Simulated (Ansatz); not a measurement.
# What BiH3 (model cell, started as ReO3 type) distorts into, part 2 of 3

Wanted: the energy along a soft mode of BiH3 (model cell, started as ReO3 type) and the structure at the end.

Ansatz 0.2.0; DFT PBEsol, scalar-relativistic, plane waves, PAW.

So far, highest frequency on path, mesh or solved points (cm⁻¹): step 2 (phonons on a q mesh) 1522. Also lowest frequency on the path (cm⁻¹): step 2 -1377.

The structure was built from a prototype and need not be the compound's stable phase.

## 5. Energy along the mode, all amplitudes (two of the runs are shown above)

An imaginary frequency means negative curvature, so the energy should fall and then rise again as anharmonic terms take over.

This step gave:

* depth at the lowest point sampled: 17.45 meV/atom
* largest atomic shift at that point: 0.22 Å

Table of energy from the parent by largest atomic shift:

```
largest atomic shift (Å)  energy from the parent (meV/atom)
                   0.000                                  0
                   0.040                              -1.52
                   0.080                              -5.46
                   0.140                              -12.3
                   0.220                              -17.5
                   0.320                              -8.81
                   0.450                               49.6
```

Displacement at unit largest shift by atom:

| atom | x (Å) | y (Å) | z (Å) | size |
| --- | --- | --- | --- | --- |
| Bi1 | 0.00 | 0.00 | 0.00 | 0.00 |
| Bi2 | 0.00 | 0.00 | 0.00 | 0.00 |
| H3 | -1.00 | 0.00 | 0.00 | 1.00 |
| H4 | 1.00 | 0.00 | 0.00 | 1.00 |
| H5 | 0.00 | 0.00 | 0.00 | 0.00 |
| H6 | 0.00 | 0.00 | 0.00 | 0.00 |
| H7 | 0.00 | 0.00 | 0.00 | 0.00 |
| H8 | 0.00 | 0.00 | 0.00 | 0.00 |

The lowest step is at 0.22 Å, 17.5 meV/atom below the parent, and the energy rises beyond it.

## 6. Relaxation from the frozen mode

Starting from the lowest point found, all atoms and the cell are let go, so that strain and other modes of the same symmetry can join in.

Contents of input.yaml:

```yaml
crystal:
  lattice:
    - [-4.1628261251, 0.0, 0.0]
    - [0.0, -4.1628261251, -4.1628261251]
    - [0.0, -4.1628261251, 4.1628261251]
  atoms:
    - { symbol: Bi, position: [0.0002162952, 0.5, 0.5] }
    - { symbol: Bi, position: [-0.0002162952, 1.0, 0.0] }
    - { symbol: H, position: [0.5528487122, 1.0, 0.0] }
    - { symbol: H, position: [0.4471512878, 0.5, 0.5] }
    - { symbol: H, position: [0.0, 0.75, 0.75] }
    - { symbol: H, position: [0.0, 0.25, 0.25] }
    - { symbol: H, position: [0.0, 0.25, 0.75] }
    - { symbol: H, position: [0.0, 0.75, 0.25] }
kpoints:
  mp_grid: { grid: [8, 6, 6] }
hamiltonian:
  xc: pbesol
scf:
  occupations: { method: methfessel_paxton, width: 0.2 }
output:
  forces: true
  stress: true
  eigenvalues: true
relax:
  adjacent_minimum: "off"
  f_tol: 0.002
  max_steps: 120
  cell: { stress_tol: 0.03 }
```

Command:

```console
ansatz run input.yaml --threads 4 --pin off --max-ram 7168MiB --backend cpu --events-out ev --progress --plain --runs-dir out
```

What it wrote:

```text
[...]
Crystal: 8 atoms, lattice volume = 144.276 Å³
Basis set: ecut = 420 eV, 2737 PW (Γ), exchange–correlation on 60×80×80 points (8 copies of the dense FFT grid, shifted against one another)
Bands: 26, of which v1, the nominal top of the filled ones, is band 18 counted from 1 (17 counted from 0)
Symmetry: 16 space group operations
[...]
k-points: 50 of 288
[...]
SCF iter   1: F=—  HF=-24574.184915 eV  |F-HF|=—  |Δ(HF+E_count)|=         —  Δρ=6.52e-3  dr2=5.81e-2  ethr=1.77e-3  ⟨swp⟩=6.1  Hψ=6377  notcnv=0
[...]
SCF iter   6: F=-24574.181596 eV  HF=-24574.181596 eV  |F-HF|=1.06e-7  |Δ(HF+E_count)|=   7.17e-6  S|Δr|=    0.00e0  Δρ=4.81e-6  dr2=3.96e-8  ethr=2.78e-10  ⟨swp⟩=9.7  Hψ=8074  notcnv=0
SCF 1 converged in 6 iterations: F = -24574.181596 eV  dr2 = 3.96e-8
[...]
relax step   1: F+E_penalty+E_count = -24574.18159569 eV  Δ(F+E_penalty+E_count) = +0.000e0 eV  max|allowed force component| = 1.185e-1 eV/Å  Δτ_max = 0.0000 Å  P = +1.039 GPa  Ω = 144.276 Å³  (6 SCF iters, dr2 threshold 1.00e-7 eV, accepted)
Crystal: 8 atoms, lattice volume = 151.635 Å³
Basis set: ecut = 420 eV, 2931 PW (Γ), exchange–correlation on 60×80×80 points (8 copies of the dense FFT grid, shifted against one another)
[...]
SCF iter   6: F=-24574.284306 eV  HF=-24574.284306 eV  |F-HF|=1.25e-8  |Δ(HF+E_count)|=   6.23e-8  S|Δr|=    0.00e0  Δρ=4.45e-6  dr2=2.83e-8  ethr=2.22e-9  ⟨swp⟩=6.0  Hψ=5533  notcnv=0
SCF 2 converged in 6 iterations: F = -24574.284306 eV  dr2 = 2.83e-8
relax step   2: F+E_penalty+E_count = -24574.28430627 eV  Δ(F+E_penalty+E_count) = -1.027e-1 eV  max|allowed force component| = 2.877e-1 eV/Å  Δτ_max = 0.1416 Å  P = -0.182 GPa  Ω = 151.635 Å³  energy of the carried Pulay correction = -3.928e-3 eV  (6 SCF iters, dr2 threshold 8.00e-7 eV, accepted)
Crystal: 8 atoms, lattice volume = 153.062 Å³
Basis set: ecut = 420 eV, 3003 PW (Γ), exchange–correlation on 60×80×80 points (8 copies of the dense FFT grid, shifted against one another)
[...]
SCF iter   6: F=-24574.319048 eV  HF=-24574.319048 eV  |F-HF|=3.16e-9  |Δ(HF+E_count)|=   1.16e-7  S|Δr|=    0.00e0  Δρ=3.54e-6  dr2=1.96e-8  ethr=6.63e-10  ⟨swp⟩=3.0  Hψ=4634  notcnv=0
SCF 3 converged in 6 iterations: F = -24574.319048 eV  dr2 = 1.96e-8
relax step   3: F+E_penalty+E_count = -24574.31904782 eV  Δ(F+E_penalty+E_count) = -3.474e-2 eV  max|allowed force component| = 2.446e-1 eV/Å  Δτ_max = 0.1926 Å  P = -0.201 GPa  Ω = 153.062 Å³  energy of the carried Pulay correction = -4.667e-3 eV  (6 SCF iters, dr2 threshold 8.00e-7 eV, accepted)
[... from here on, the SCF cycles and remarks between the steps are left out ...]
relax step   4: F+E_penalty+E_count = -24574.33185800 eV  Δ(F+E_penalty+E_count) = -1.281e-2 eV  max|allowed force component| = 1.372e-1 eV/Å  Δτ_max = 0.0333 Å  P = +0.511 GPa  Ω = 153.962 Å³  energy of the carried Pulay correction = -5.129e-3 eV  (5 SCF iters, dr2 threshold 8.00e-7 eV, accepted)
relax step   5: F+E_penalty+E_count = -24574.33484097 eV  Δ(F+E_penalty+E_count) = -2.983e-3 eV  max|allowed force component| = 3.453e-2 eV/Å  Δτ_max = 0.0037 Å  P = +0.121 GPa  Ω = 155.733 Å³  energy of the carried Pulay correction = -6.031e-3 eV  (4 SCF iters, dr2 threshold 8.00e-7 eV, accepted)
relax step   6: F+E_penalty+E_count = -24574.33519066 eV  Δ(F+E_penalty+E_count) = -3.497e-4 eV  max|allowed force component| = 4.210e-3 eV/Å  Δτ_max = 0.0143 Å  P = -0.006 GPa  Ω = 156.951 Å³  energy of the carried Pulay correction = -6.646e-3 eV  (4 SCF iters, dr2 threshold 2.59e-7 eV, accepted)
relax step   7: F+E_penalty+E_count = -24574.33511519 eV  Δ(F+E_penalty+E_count) = +7.548e-5 eV  max|allowed force component| = 2.024e-3 eV/Å  Δτ_max = 0.0033 Å  P = -0.000 GPa  Ω = 157.304 Å³  energy of the carried Pulay correction = -6.823e-3 eV  (5 SCF iters, dr2 threshold 1.30e-8 eV, accepted)
relax step   8: F+E_penalty+E_count = -24574.33513488 eV  Δ(F+E_penalty+E_count) = -1.969e-5 eV  max|allowed force component| = 1.605e-4 eV/Å  Δτ_max = 0.0010 Å  P = +0.000 GPa  Ω = 157.269 Å³  energy of the carried Pulay correction = -6.805e-3 eV  (5 SCF iters, dr2 threshold 2.56e-10 eV, accepted)
relax step   9: F+E_penalty+E_count = -24574.34559152 eV  Δ(F+E_penalty+E_count) = -1.046e-2 eV  max|allowed force component| = 3.875e-4 eV/Å  Δτ_max = 0.0000 Å  P = +0.055 GPa  Ω = 157.269 Å³  stress off target by 1.28e-1 GPa  SCF on the basis re-selected at this cell (its energy is not comparable with the rows above)  (7 SCF iters)
relax step  10: F+E_penalty+E_count = -24574.34563270 eV  Δ(F+E_penalty+E_count) = -4.117e-5 eV  max|allowed force component| = 4.641e-4 eV/Å  Δτ_max = 0.0104 Å  P = +0.015 GPa  Ω = 158.236 Å³  energy of the carried Pulay correction = -4.390e-4 eV  (5 SCF iters, dr2 threshold 4.10e-8 eV, accepted)
relax step  11: F+E_penalty+E_count = -24574.34550302 eV  Δ(F+E_penalty+E_count) = +1.297e-4 eV  max|allowed force component| = 3.082e-4 eV/Å  Δτ_max = 0.0051 Å  P = +0.001 GPa  Ω = 158.632 Å³  energy of the carried Pulay correction = -6.202e-4 eV  (5 SCF iters, dr2 threshold 3.28e-9 eV, accepted)
[...]
SCF iter   5: F=-24574.346141 eV  HF=-24574.346141 eV  |F-HF|=1.76e-9  |Δ(HF+E_count)|=   2.49e-8  S|Δr|=    0.00e0  Δρ=9.49e-8  dr2=8.47e-12  ethr=1.00e-12  ⟨swp⟩=9.0  Hψ=7509  notcnv=0
SCF 12 converged in 5 iterations: F = -24574.346141 eV  dr2 = 8.47e-12
relax step  12: F+E_penalty+E_count = -24574.34614123 eV  Δ(F+E_penalty+E_count) = -6.382e-4 eV  max|allowed force component| = 3.287e-4 eV/Å  Δτ_max = 0.0000 Å  P = +0.001 GPa  Ω = 158.632 Å³  stress off target by 7.19e-3 GPa  SCF on the basis re-selected at this cell (its energy is not comparable with the rows above)  (5 SCF iters)
[...]
SCF converged after 5 iterations
[...]
Free energy (F): -24574.346141 eV
[...]
Internal energy: -24574.345589 eV  (E = F + TS)
E sigma→0 (E₀):  -24574.346003 eV
Entropy (-TS):   -0.000552 eV (-0.069 meV/atom)
Fermi energy:    3.029823 eV
[...]
--- Forces (eV/Å), atoms counted from 1 ---
  atom   1  Bi     0.00013337     0.00000000     0.00000000
  atom   2  Bi    -0.00013337    -0.00000000    -0.00000000
  atom   3  H      0.00032867    -0.00000000     0.00000000
  atom   4  H     -0.00032867     0.00000000    -0.00000000
  atom   5  H      0.00000000    -0.00000000    -0.00000000
  atom   6  H     -0.00000000    -0.00000000    -0.00000000
  atom   7  H      0.00000000     0.00000000    -0.00000000
  atom   8  H      0.00000000    -0.00000000    -0.00000000
  max |Σ_I F_I| component: 8.64e-19 eV/Å
--- Stress (GPa, compression-positive) ---
        0.007194      -0.000000       0.000000
       -0.000000      -0.001538       0.000000
        0.000000       0.000000      -0.001538
  P = ⅓ Tr σ = 0.0014 GPa (0.014 kbar)
--- Band table (eV; the first three rows and the last of 50) ---
  k-point 0: bands = [... 14 lower, 0.2883, 0.4486, 1.1486, 2.9156, 2.9899, 2.9899, 4.5125, 4.6719, ... 4 higher]
  k-point 1: bands = [... 14 lower, 0.3235, 0.3581, 0.4281, 1.7221, 3.7456, 3.8917, 4.6082, 5.2128, ... 4 higher]
  k-point 2: bands = [... 14 lower, -0.6143, -0.1194, 0.4224, 0.8746, 3.9883, 4.4268, 5.4587, 6.6663, ... 4 higher]
  k-point 49: bands = [... 14 lower, -1.8435, -1.8435, 2.4928, 2.4928, 3.6431, 3.6431, 5.9366, 5.9366, ... 4 higher]
--- Relaxed structure (10 steps of the walk, 10 accepted, 2 SCFs on fresh bases) ---
  F+E_penalty+E_count = -24574.34614123 eV   max|allowed force component| = 3.287e-4 eV/Å   (the final SCF, on the basis selected at the relaxed cell)
  cell:  # Å, volume = 158.6317 Å³
    - [-4.620532, 0, 0]
    - [0, -4.143181, -4.143181]
    - [0, -4.143181, 4.143181]
  atoms:
    - { symbol: Bi, position: [-0.041346, 0.500000, 0.500000] }
    - { symbol: Bi, position: [0.041346, 1.000000, 0.0] }
    - { symbol: H, position: [0.646482, 1.000000, 0.0] }
    - { symbol: H, position: [0.353518, 0.500000, 0.500000] }
    - { symbol: H, position: [1.419445e-18, 0.750000, 0.750000] }
    - { symbol: H, position: [1.419445e-18, 0.250000, 0.250000] }
    - { symbol: H, position: [1.419445e-18, 0.250000, 0.750000] }
    - { symbol: H, position: [1.419445e-18, 0.750000, 0.250000] }
```

The job ended after 34 s (4 threads of Arm Neoverse V2, shared host; peak memory 0.53 GiB).

Step by step:

```
step  energy less that of the first step (eV)  largest force component (eV/Å)  pressure (GPa)  volume (Å³)
   1                                   0.0000                          0.1185            1.04       144.28
   2                                  -0.1027                          0.2877           -0.18       151.64
   3                                  -0.1375                          0.2446           -0.20       153.06
   4                                  -0.1503                          0.1372            0.51       153.96
   5                                  -0.1532                          0.0345            0.12       155.73
   6                                  -0.1536                          0.0042           -0.01       156.95
   7                                  -0.1535                          0.0020            0.00       157.30
   8                                  -0.1535                          0.0002            0.00       157.27
  9*                                  -0.1640                          0.0004            0.05       157.27
  10                                  -0.1640                          0.0005            0.02       158.24
  11                                  -0.1639                          0.0003            0.00       158.63
 12*                                  -0.1645                          0.0003            0.00       158.63
```

Relaxation steps marked * repeat the geometry before them on a plane-wave basis chosen anew for their cell, so energy and pressure can jump there.

Forces are held to the 16 operations that the program found; a distortion that breaks them can't arise in this run.

| cell as run | before | after | change |
| --- | --- | --- | --- |
| a (Å) | 4.163 | 4.621 | +11.0 % |
| b (Å) | 5.887 | 5.859 | -0.5 % |
| c (Å) | 5.887 | 5.859 | -0.5 % |
| volume (Å³/atom) | 18.03 | 19.83 | +9.9 % |

The atoms that moved most (Å, as changes of fractional coordinates times the final cell):

| atom | dx | dy | dz | length |
| --- | --- | --- | --- | --- |
| H3 | -0.433 | 0.000 | 0.000 | 0.433 |
| H4 | 0.433 | 0.000 | 0.000 | 0.433 |
| Bi2 | -0.192 | 0.000 | 0.000 | 0.192 |
| Bi1 | 0.192 | 0.000 | 0.000 | 0.192 |

This step gave:

```
pressure        : 0.001373 GPa
volume per atom : 19.83 Å³
```

The distorted start has space group P4/nmm; the relaxation ends in P4/nmm.

## 7. The new phase in its own primitive cell

The relaxed structure is symmetrised, reduced to its primitive cell and relaxed tightly, as its phonons need.

Contents of input.yaml:

```yaml
crystal:
  lattice:
    - [5.8593432718, 0.0, 0.0]
    - [0.0, 5.8593432718, 0.0]
    - [0.0, 0.0, 4.6205323766]
  atoms:
    - { symbol: Bi, position: [0.5, 0.0, 0.9586543344] }
    - { symbol: Bi, position: [0.0, 0.5, 0.0413456656] }
    - { symbol: H, position: [0.0, 0.5, 0.6464815563] }
    - { symbol: H, position: [0.5, 0.0, 0.3535184437] }
    - { symbol: H, position: [0.75, 0.25, 0.0] }
    - { symbol: H, position: [0.25, 0.75, 0.0] }
    - { symbol: H, position: [0.25, 0.25, 0.0] }
    - { symbol: H, position: [0.75, 0.75, 0.0] }
kpoints:
  mp_grid: { grid: [6, 6, 8] }
hamiltonian:
  xc: pbesol
scf:
  occupations: { method: methfessel_paxton, width: 0.2 }
output:
  forces: true
  stress: true
  eigenvalues: true
relax:
  adjacent_minimum: "off"
  f_tol: 0.001
  max_steps: 60
  cell: { stress_tol: 0.01 }
```

What it wrote:

```text
[...]
Crystal: 8 atoms, lattice volume = 158.632 Å³
Basis set: ecut = 420 eV, 3107 PW (Γ), exchange–correlation on 80×80×64 points (8 copies of the dense FFT grid, shifted against one another)
Bands: 26, of which v1, the nominal top of the filled ones, is band 18 counted from 1 (17 counted from 0)
Symmetry: 16 space group operations
[...]
k-points: 50 of 288
[...]
- [0.0, 0.0, 4.6205323766]
  atoms:
    - { symbol: Bi, position: [0.500000, 0.0, 0.958654] }
    - { symbol: Bi, position: [0.0, 0.500000, 0.041346] }
    - { symbol: H, position: [0.0, 0.500000, 0.6464815563] }
    - { symbol: H, position: [0.500000, 0.0, 0.3535184437] }
    - { symbol: H, position: [0.750000, 0.250000, 0.0] }
    - { symbol: H, position: [0.250000, 0.750000, 0.0] }
    - { symbol: H, position: [0.250000, 0.250000, 0.0] }
    - { symbol: H, position: [0.750000, 0.750000, 0.0] }
[key lines of the parts left out:]
SCF converged after 5 iterations
Free energy (F): -24574.346141 eV
Fermi energy:    3.029821 eV
P = ⅓ Tr σ = 0.0014 GPa (0.014 kbar)
```

Elapsed: 6.6 s, on 4 threads; peak memory 0.54 GiB; 25 s of CPU time.

Little changed from the start: no atom moved by 0.005 Å and no cell edge by 0.1 %.

This step gave:

```
pressure : 0.001377 GPa
```

The largest force component left is 0.33 meV/Å and the pressure is 0.001 GPa, within the tolerances set. The cell now holds 19.83 Å³/atom.

(Continued in part 3 of 3.)

[Long decimals in the printed logs are rounded to 6 places.]

[Logs are printed without paths, hosts, clocks, repeated set-up lines and the standing remarks that a program may print on its own settings, such as how far it seeks lower states.]

[Hosts, paths, dates, database ids (printed as entryN), source tags and the programs' standing remarks are cut or masked in the printed files.]

[Where the starting crystal was built by hand or by swapping elements, it need not be the compound's stable phase.]
